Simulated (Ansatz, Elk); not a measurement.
# Bonding as seen by X-rays: Be2Cu3P

The structure of Be2Cu3P used here is made up (a known structure type with other elements) and was relaxed beforehand with PBEsol. The aim is the Fourier transform of its all-electron density, F(hkl), set beside the sum over free spherical atoms that refinements use.

Main program and level: Elk 11.2.3 (patched build); DFT, PBE, all-electron APW+lo, Dirac cores, scalar-relativistic bands, static density, no spin.

The structure was built from a prototype and need not be the compound's stable phase.

### Step 1. Set-up

It takes space group R-3m (No. 166, trigonal). The conventional cell has a = 4.745 Å, b = 4.745 Å, c = 10.586 Å, α = 90.00°, β = 90.00°, γ = 120.00°. Cu has 2 P at 2.23 Å and 4 Cu at 2.37 Å and 6 Be at 2.64 to 2.69 Å nearest. P has 6 Cu at 2.23 Å nearest. Be has 1 Be at 2.54 Å and 9 Cu at 2.64 to 2.69 Å nearest. Farther neighbours are not listed.

### Step 2. Ground state and structure factors

An all-electron density is needed, since X-rays see the cores too. Task 0 finds the density and task 195 Fourier-transforms it; tshift is off so that phases refer to the origin typed.

Input file elk.in:

```
tasks
  0
  195

xctype
  20

spinpol
  .false.

rgkmax
  7.0

gmaxvr
  14.0

lmaxo
  7

lmaxapw
  8

swidth
  0.002

tshift
  .false.

ramdisk
  .false.

hmaxvr
  5.5

maxscl
  120

epspot
  1e-06

sppath
  './'

avec
  4.48361423928 2.58861588765 6.66851358492
  -4.48361423928 2.58861588765 6.66851358492
  -0.00000000000 -5.17723177632 6.66851358452

atoms
  3
  'Cu.in'
  3
  0.5000000000 0.0000000000 0.0000000000   0.000000 0.000000 0.000000
  0.0000000000 0.5000000000 0.0000000000   0.000000 0.000000 0.000000
  -0.0000000000 -0.0000000000 0.5000000000   0.000000 0.000000 0.000000
  'P.in'
  1
  0.0000000000 0.0000000000 0.0000000000   0.000000 0.000000 0.000000
  'Be.in'
  2
  0.6199046773 0.6199046773 0.6199046773   0.000000 0.000000 0.000000
  0.3800953227 0.3800953227 0.3800953227   0.000000 0.000000 0.000000

ngridk
  6 6 6
```

The run is started by

```
> OMP_NUM_THREADS=4 elk
```

Numbers of over 12 decimals in the logs are rounded to 6 here.

The program printed:

```text
┌─────────────────────────┐
│ Elk code version 11.2.3 │
└─────────────────────────┘

All units are atomic (Hartree, Bohr, etc.)

┌─────────────────────────────────────────────────┐
│ Ground-state run starting from atomic densities │
└─────────────────────────────────────────────────┘

Lattice vectors :
   4.483614239       2.588615888       6.668513585
  -4.483614239       2.588615888       6.668513585
  -0.000000000      -5.177231776       6.668513585

Reciprocal lattice vectors :
  0.7006830842      0.4045395673      0.3140722555
 -0.7006830842      0.4045395673      0.3140722555
  0.1810897289E-16 -0.8090791346      0.3140722555

Unit cell volume      :    464.3828181
Brillouin zone volume :   0.5341502824

Muffin-tin inner radius fraction :   0.1000000000E-01

Nuclei treated as point charges

Species : 1 (Cu)
 parameters loaded from : Cu.in
 name : copper
 nuclear charge    :   -29.00000000
 electronic charge :    29.00000000
 atomic mass :    115837.2717
 muffin-tin radius :    2.176257937
 number of radial points in muffin-tin :    993
 inner part over the whole radius :   0.9867273210E-02
 number on inner part of muffin-tin    :    699
 approximate nuclear radius :   0.7406004541E-04
 number of mesh points to nuclear radius :    338
 atomic positions (lattice), magnetic fields (Cartesian) :
  1 :   0.50000000  0.00000000  0.00000000    0.00000000  0.00000000  0.00000000
  2 :   0.00000000  0.50000000  0.00000000    0.00000000  0.00000000  0.00000000
  3 :   0.00000000  0.00000000  0.50000000    0.00000000  0.00000000  0.00000000

Species : 2 (P)
 parameters loaded from : P.in
 name : phosphorus
 nuclear charge    :   -15.00000000
 electronic charge :    15.00000000
 atomic mass :    56461.71230
 muffin-tin radius :    1.994903109
 number of radial points in muffin-tin :    793
 inner part over the whole radius :   0.9900145274E-02
 number on inner part of muffin-tin    :    552
 approximate nuclear radius :   0.6081821256E-04
 number of mesh points to nuclear radius :    250
 atomic positions (lattice), magnetic fields (Cartesian) :
  1 :   0.00000000  0.00000000  0.00000000    0.00000000  0.00000000  0.00000000

Species : 3 (Be)
 parameters loaded from : Be.in
 name : beryllium
 nuclear charge    :   -4.000000000
 electronic charge :    4.000000000
 atomic mass :    16428.20280
 muffin-tin radius :    1.800000000
 number of radial points in muffin-tin :    593
 inner part over the whole radius :   0.9826427374E-02
 number on inner part of muffin-tin    :    403
 approximate nuclear radius :   0.4290726161E-04
 number of mesh points to nuclear radius :    156
 atomic positions (lattice), magnetic fields (Cartesian) :
  1 :  -0.38009532 -0.38009532 -0.38009532    0.00000000  0.00000000  0.00000000
  2 :   0.38009532  0.38009532  0.38009532    0.00000000  0.00000000  0.00000000

Total number of atoms per unit cell :    6
Total muffin-tin volume :    211.6340576
 ratio of muffin-tin to unit cell volume :   0.4557318862

Spin treatment :
 spin-unpolarised

Number of Bravais lattice symmetries :   12
Number of crystal symmetries         :   12
Crystal has inversion symmetry
Real symmetric eigensolver will be used

k-point grid :      6     6     6
k-point offset :    0.000000000       0.000000000       0.000000000
k-point set is reduced with full crystal symmetry group
Total number of k-points :       32

Muffin-tin radius times maximum |G+k| :    7.000000000
 using average radius
Maximum |G+k| for APW functions       :    3.464295550
Maximum (1/2)|G+k|²                   :    6.000671829
Maximum |G| for potential and density :    14.00000000
Constant for pseudocharge density :    8
 order of it for each species :   15  15  15
 order of it for pair densities of each species (exact exchange by exxq0 0: 16) :   11   9   7
Radial integration step length :    1

G-vector grid sizes :     40    40    40
Number of G-vectors :    21485

Maximum angular momentum used for
 APW functions            :    8
 outer part of muffin-tin :    7
[...]
total energy                :     -5338.2576484738

Density of states at Fermi energy :    39.16448042
 (states/Hartree/unit cell)

Estimated indirect band gap :   0.2010226152E-02
 from k-point 30 to k-point 31
Estimated direct band gap   :   0.7587211614E-02
 at k-point 2

Charges :
 core                        :    50.00000000
 valence                     :    60.00000000
 interstitial                :    9.487594326
 muffin-tins (core leakage)
  species : 1 (Cu)
[...]
species : 2 (P)
[...]
species : 3 (Be)
[...]
total in muffin-tins        :    100.5124057
 total calculated charge     :    109.9949686
 total charge                :    110.0000000
 error                       :   0.5031378188E-02

RMS change in Kohn-Sham potential (target) :    4.829425125     (  0.1000000000E-05)
Absolute change in total energy (target)   :    2.218275627     (  0.1000000000E-03)

[... loops 3 to 15 left out ...]

┌──────────────────┐
│ Loop number : 16 │
└──────────────────┘

Energies :
 Fermi                       :     0.303067
 sum of occupied eigenvalues :     -3044.0704358821
 electron kinetic            :      5422.9297526008
 core electron kinetic       :      4857.5478546684
 Coulomb                     :     -10527.636537175
 Coulomb potential           :     -8165.8027896510
 nuclear-nuclear             :     -764.36920497800
 electron-nuclear            :     -11382.970231371
 Hartree                     :      1619.7028991735
 Madelung                    :     -6444.7351423496
 xc potential                :     -301.19739883195
 exchange                    :     -226.85680554419
 correlation                 :     -5.102435
 electron entropic           :    -0.46987525126787E-03
 total energy                :     -5336.6664949216

Density of states at Fermi energy :    37.17616776
 (states/Hartree/unit cell)

Estimated indirect band gap :   0.1218764847E-02
 from k-point 14 to k-point 28
Estimated direct band gap   :   0.1254097846E-01
 at k-point 16

Charges :
 core                        :    50.00000000
 valence                     :    60.00000000
 interstitial                :    8.131142356
 muffin-tins (core leakage)
  species : 1 (Cu)
[...]
species : 2 (P)
[...]
species : 3 (Be)
[...]
total in muffin-tins        :    101.8688576
 total calculated charge     :    109.9952003
 total charge                :    110.0000000
 error                       :   0.4799747613E-02

RMS change in Kohn-Sham potential (target) :   0.8816804410E-06 (  0.1000000000E-05)
Absolute change in total energy (target)   :   0.2244054394E-04 (  0.1000000000E-03)

Convergence targets achieved

┌──────────────────┐
│ Loop number : 17 │
└──────────────────┘

Energies :
 Fermi                       :     0.303067
 sum of occupied eigenvalues :     -3044.0704341339
 electron kinetic            :      5422.9297680969
 core electron kinetic       :      4857.5478452013
 Coulomb                     :     -10527.636557317
 Coulomb potential           :     -8165.8027705149
 nuclear-nuclear             :     -764.36920497800
 electron-nuclear            :     -11382.970290572
 Hartree                     :      1619.7029382331
 Madelung                    :     -6444.7351720595
 xc potential                :     -301.19743171596
 exchange                    :     -226.85680752245
 correlation                 :     -5.102435
 electron entropic           :    -0.46987524143492E-03
 total energy                :     -5336.6665015595

Density of states at Fermi energy :    37.17616424
 (states/Hartree/unit cell)

Estimated indirect band gap :   0.1218735806E-02
 from k-point 14 to k-point 28
Estimated direct band gap   :   0.1254100089E-01
 at k-point 16

Charges :
 core                        :    50.00000000
 valence                     :    60.00000000
 interstitial                :    8.131141817
 muffin-tins (core leakage)
  species : 1 (Cu)
[...]
species : 2 (P)
   atom 1                    :    12.85514162     (  0.1041339441E-02)
  species : 3 (Be)
   atom 1                    :    2.597025850     (  0.1080033658E-02)
   atom 2                    :    2.597025850     (  0.1080033658E-02)
 total in muffin-tins        :    101.8688582
 total calculated charge     :    109.9952003
 total charge                :    110.0000000
 error                       :   0.4799747908E-02

┌──────────────────────────────┐
│ Self-consistent loop stopped │
└──────────────────────────────┘

Warning : core states of species 1 leak from the muffin-tin :   0.5525503493E-03

Warning : core states of species 2 leak from the muffin-tin :   0.1041339441E-02

Warning : core states of species 3 leak from the muffin-tin :   0.1080033658E-02

Wrote STATE.OUT
```

The job ended after 35 s (4 threads of Arm Neoverse V1, shared host; peak memory 0.16 GiB; 1.8 min of CPU time).

SFACRHO.OUT:

```text

h k l indices transformed by vhmat matrix:
   1.000000000       0.000000000       0.000000000    
   0.000000000       1.000000000       0.000000000    
   0.000000000       0.000000000       1.000000000    

      h      k      l  multipl.   |H|            Re(F)            Im(F)           |F|

      0      0      0      1   0.0000000       110.00000      0.67880026E-18   110.00000    
      0      0      1      6  0.86790001       34.202699      0.14903152E-13   34.202699    
      1      1      1      2  0.94221677      -61.253498      0.62432123E-13   61.253498    
      1      0      1      6   1.0242922      -13.106154      0.20542182E-13   13.106154    
     -1      0      1      6   1.4013662      -8.6049995     -0.12161053E-14   8.6049995    
     -2     -1     -1      6   1.4942795      -16.172125     -0.50348486E-16   16.172125    
     -1      1     -1      6   1.6483560      -57.509193     -0.26181213E-14   57.509193    
      1      2      0     12   1.6886680       32.684005      0.26181213E-14   32.684005    
      2      0      0      6   1.7358000       72.136444     -0.28597940E-13   72.136444    
     -2     -1     -2      6   1.7665343       32.527138      0.74515759E-14   32.527138    
      2      2      2      2   1.8844335       68.447053     -0.10452346E-12   68.447053    
      2      2      0      6   2.0485845       63.077297     -0.49920524E-13   63.077297    
      1      0     -2     12   2.1635399       24.620886      0.25778425E-13   24.620886    
     -1     -2      1     12   2.2308807      -10.055849      0.29202122E-13   10.055849    
     -1     -3     -1      6   2.2548771      -44.234687     -0.52161032E-13   44.234687    
      3      2      2      6   2.3426559       24.103506      0.14097576E-13   24.103506    
      3      2      1     12   2.3483860      -10.558740      0.28195152E-13   10.558740    
     -1     -1      2      6   2.4272374      -6.4334098     -0.55238173E-13   6.4334098
```

Elk indexes on the primitive cell of elk.in and gives |H| = 4π sin θ/λ in inverse bohr. Below, one row stands for each form hkl of the conventional cell (m members, Friedel mates merged), F is for one primitive cell and the density is static (no thermal factor). Free-atom factors are Waasmaier and Kirfel's, and R is Σm||F|−|F'||/Σm|F|.

```tsv
hkl	m	sin θ/λ (Å⁻¹)	abs F, DFT	neutral atoms	diff.
101	6	0.131	34.203	34.356	-0.153
003	2	0.142	61.254	61.862	-0.608
012	6	0.154	13.106	13.394	-0.287
110	6	0.211	8.605	9.059	-0.454
104	6	0.225	16.172	16.653	-0.481
021	6	0.248	57.509	58.629	-1.119
113	12	0.254	32.684	33.129	-0.445
202	6	0.261	72.136	73.257	-1.121
015	6	0.266	32.527	33.086	-0.559
006	2	0.283	68.447	69.585	-1.137
024	6	0.308	63.077	63.932	-0.855
211	12	0.325	24.621	24.873	-0.253
122	12	0.336	10.056	10.235	-0.179
205	6	0.339	44.235	44.733	-0.498
```

### Step 3. The highest occupied states alone

An energy window below the Fermi level keeps the highest occupied states, to see at which angles they scatter; shallow core shells can lie inside it and anion s states outside. No new self-consistency is needed.

elk.in: that of step 2 with these lines changed.

```diff
@@ -1,3 +1,2 @@
 tasks
-  0
   195
@@ -40,2 +39,5 @@
 
+wsfac
+  -0.064430 0.603070
+
 sppath
```

The run is started by

```
> OMP_NUM_THREADS=4 elk
```

The program printed:

```text
┌─────────────────────────────────┐
│ Elk code version 11.2.3 started │
└─────────────────────────────────┘

Info(readinput): the functional depends on the density's gradient
 muffin-tin radial points multiplied by    2.00000
 (not where nrmtscf is given)

┌────────────────────┐
│ Current task : 195 │
└────────────────────┘
Info(checkmt): changed muffin-tin radius of species 1 (Cu) from   2.4000 to   2.1763
Info(checkmt): changed muffin-tin radius of species 2 (P) from   2.2000 to   1.9949

Info(sfacrho): density structure factors written to SFACRHO.OUT

 Energy window :  -0.6443000000E-01  0.6030700000

┌──────────────────┐
│ Elk code stopped │
└──────────────────┘
```

Elapsed: 8.9 s, on 4 threads; peak memory 0.16 GiB.

States within 10 eV below the Fermi level hold 40.00 electrons; any levels below the window count with the cores. Their amplitudes can exceed the total, where window and core parts have opposite phase:

```tsv
hkl	sin θ/λ (Å⁻¹)	abs F, window	abs F, all
101	0.131	9.007	34.203
003	0.142	22.394	61.254
012	0.154	6.564	13.106
110	0.211	5.589	8.605
104	0.225	5.668	16.172
021	0.248	16.642	57.509
113	0.254	5.652	32.684
202	0.261	16.109	72.136
015	0.266	5.300	32.527
006	0.283	14.776	68.447
```

### Step 4. Another functional

The difference from free atoms is small, so it is set against the change that LDA (Perdew-Wang) makes.

elk.in: that of step 3 with these lines changed.

```diff
@@ -1,2 +1,3 @@
 tasks
+  0
   195
@@ -4,3 +5,3 @@
 xctype
-  20
+  3
 
@@ -39,5 +40,2 @@
 
-wsfac
-  -0.064430 0.603070
-
 sppath
```

The run is started by

```
> OMP_NUM_THREADS=4 elk
```

The program printed:

```text
┌─────────────────────────┐
│ Elk code version 11.2.3 │
└─────────────────────────┘

All units are atomic (Hartree, Bohr, etc.)

┌─────────────────────────────────────────────────┐
│ Ground-state run starting from atomic densities │
└─────────────────────────────────────────────────┘

Lattice vectors :
   4.483614239       2.588615888       6.668513585
  -4.483614239       2.588615888       6.668513585
  -0.000000000      -5.177231776       6.668513585

Reciprocal lattice vectors :
  0.7006830842      0.4045395673      0.3140722555
[...]
atom 2                    :    2.597313424     (  0.1173681354E-02)
 total in muffin-tins        :    101.9333284
 total calculated charge     :    109.9949212
 total charge                :    110.0000000
 error                       :   0.5078842229E-02

┌──────────────────────────────┐
│ Self-consistent loop stopped │
└──────────────────────────────┘

Warning : core states of species 1 leak from the muffin-tin :   0.5766539427E-03

Warning : core states of species 2 leak from the muffin-tin :   0.1057755243E-02

Warning : core states of species 3 leak from the muffin-tin :   0.1173681354E-02

Wrote STATE.OUT
[key lines of the parts left out:]
total energy                :     -5327.6087100726
```

Elapsed: 23 s, on 4 threads; peak memory 0.16 GiB; 72 s of CPU time.

Against the first run R = 0.10 %; the largest change is -0.065 at 208.

### Step 5. A coarser k-mesh

About half the k-points along each axis test the sampling.

elk.in: that of step 4 with these lines changed.

```diff
@@ -5,3 +5,3 @@
 xctype
-  3
+  20
 
@@ -64,2 +64,2 @@
 ngridk
-  6 6 6
+  3 3 3
```

The run is started by

```
> OMP_NUM_THREADS=4 elk
```

The program printed:

```text
┌─────────────────────────┐
│ Elk code version 11.2.3 │
└─────────────────────────┘

All units are atomic (Hartree, Bohr, etc.)

┌─────────────────────────────────────────────────┐
│ Ground-state run starting from atomic densities │
└─────────────────────────────────────────────────┘

Lattice vectors :
   4.483614239       2.588615888       6.668513585
  -4.483614239       2.588615888       6.668513585
  -0.000000000      -5.177231776       6.668513585

Reciprocal lattice vectors :
  0.7006830842      0.4045395673      0.3140722555
[...]
atom 2                    :    2.597384444     (  0.1079725557E-02)
 total in muffin-tins        :    101.8711760
 total calculated charge     :    109.9951992
 total charge                :    110.0000000
 error                       :   0.4800760444E-02

┌──────────────────────────────┐
│ Self-consistent loop stopped │
└──────────────────────────────┘

Warning : core states of species 1 leak from the muffin-tin :   0.5526752598E-03

Warning : core states of species 2 leak from the muffin-tin :   0.1040468088E-02

Warning : core states of species 3 leak from the muffin-tin :   0.1079725557E-02

Wrote STATE.OUT
[key lines of the parts left out:]
total energy                :     -5336.6622065176
```

Run time: 19 s. Hardware: 4 threads; peak memory 0.17 GiB.

Against the first run R = 0.02 %; the largest change is +0.056 at 003.

### Step 6. Settings against the effect

```tsv
run	R against the first run (%)	R against neutral atoms, low angle (%)	wall time
PBE, rgkmax 7	0.00	1.65	35 s
LDA (Perdew-Wang)	0.10	1.65	23 s
k-mesh 3×3×3	0.02	1.65	19 s
```

### Step 7. Results

```json
{"R against neutral atoms, sin θ/λ < 0.3 Å⁻¹": "1.65 %", "R against neutral atoms, 0.3 to 0.83 Å⁻¹": "0.54 %"}
```

Independent neutral atoms miss the calculated amplitudes by R = 1.65 % below 0.3 Å⁻¹ and 0.54 % from there to 0.83 Å⁻¹; by shells, 0.65 % below 0.15 Å⁻¹ (2 forms), 1.84 % 0.15 to 0.3 (8 forms), 0.59 % 0.3 to 0.45 (19 forms), 0.53 % above 0.45 (115 forms). Bonding, aspherical density and the tables' own atoms all enter these figures, and the runs don't part them. The largest change of an amplitude is -1.14 electrons, at 006. The window's part falls from 40.0 electrons at the origin to at most 6.49 between 0.45 and 0.83 Å⁻¹, where compact states inside the window still scatter. Below 0.3 Å⁻¹ the changes that finished (LDA (Perdew-Wang) and k-mesh 3×3×3) move F by R = 0.03 % at most, against the 1.65 % that separates it from free atoms. The basis has no finished test. These runs have no spin, though d or f shells may be open. Part of the difference isn't bonding: the tables are fits to free atoms and ions calculated by other methods than this functional. Thermal motion, anomalous dispersion and extinction are left out.

[Logs are printed without paths, hosts, clocks, repeated set-up lines and the standing remarks that a program may print on its own settings, such as how far it seeks lower states.]

[Hosts, paths, dates, database ids (printed as entryN), source tags and the programs' standing remarks are cut or masked in the printed files.]
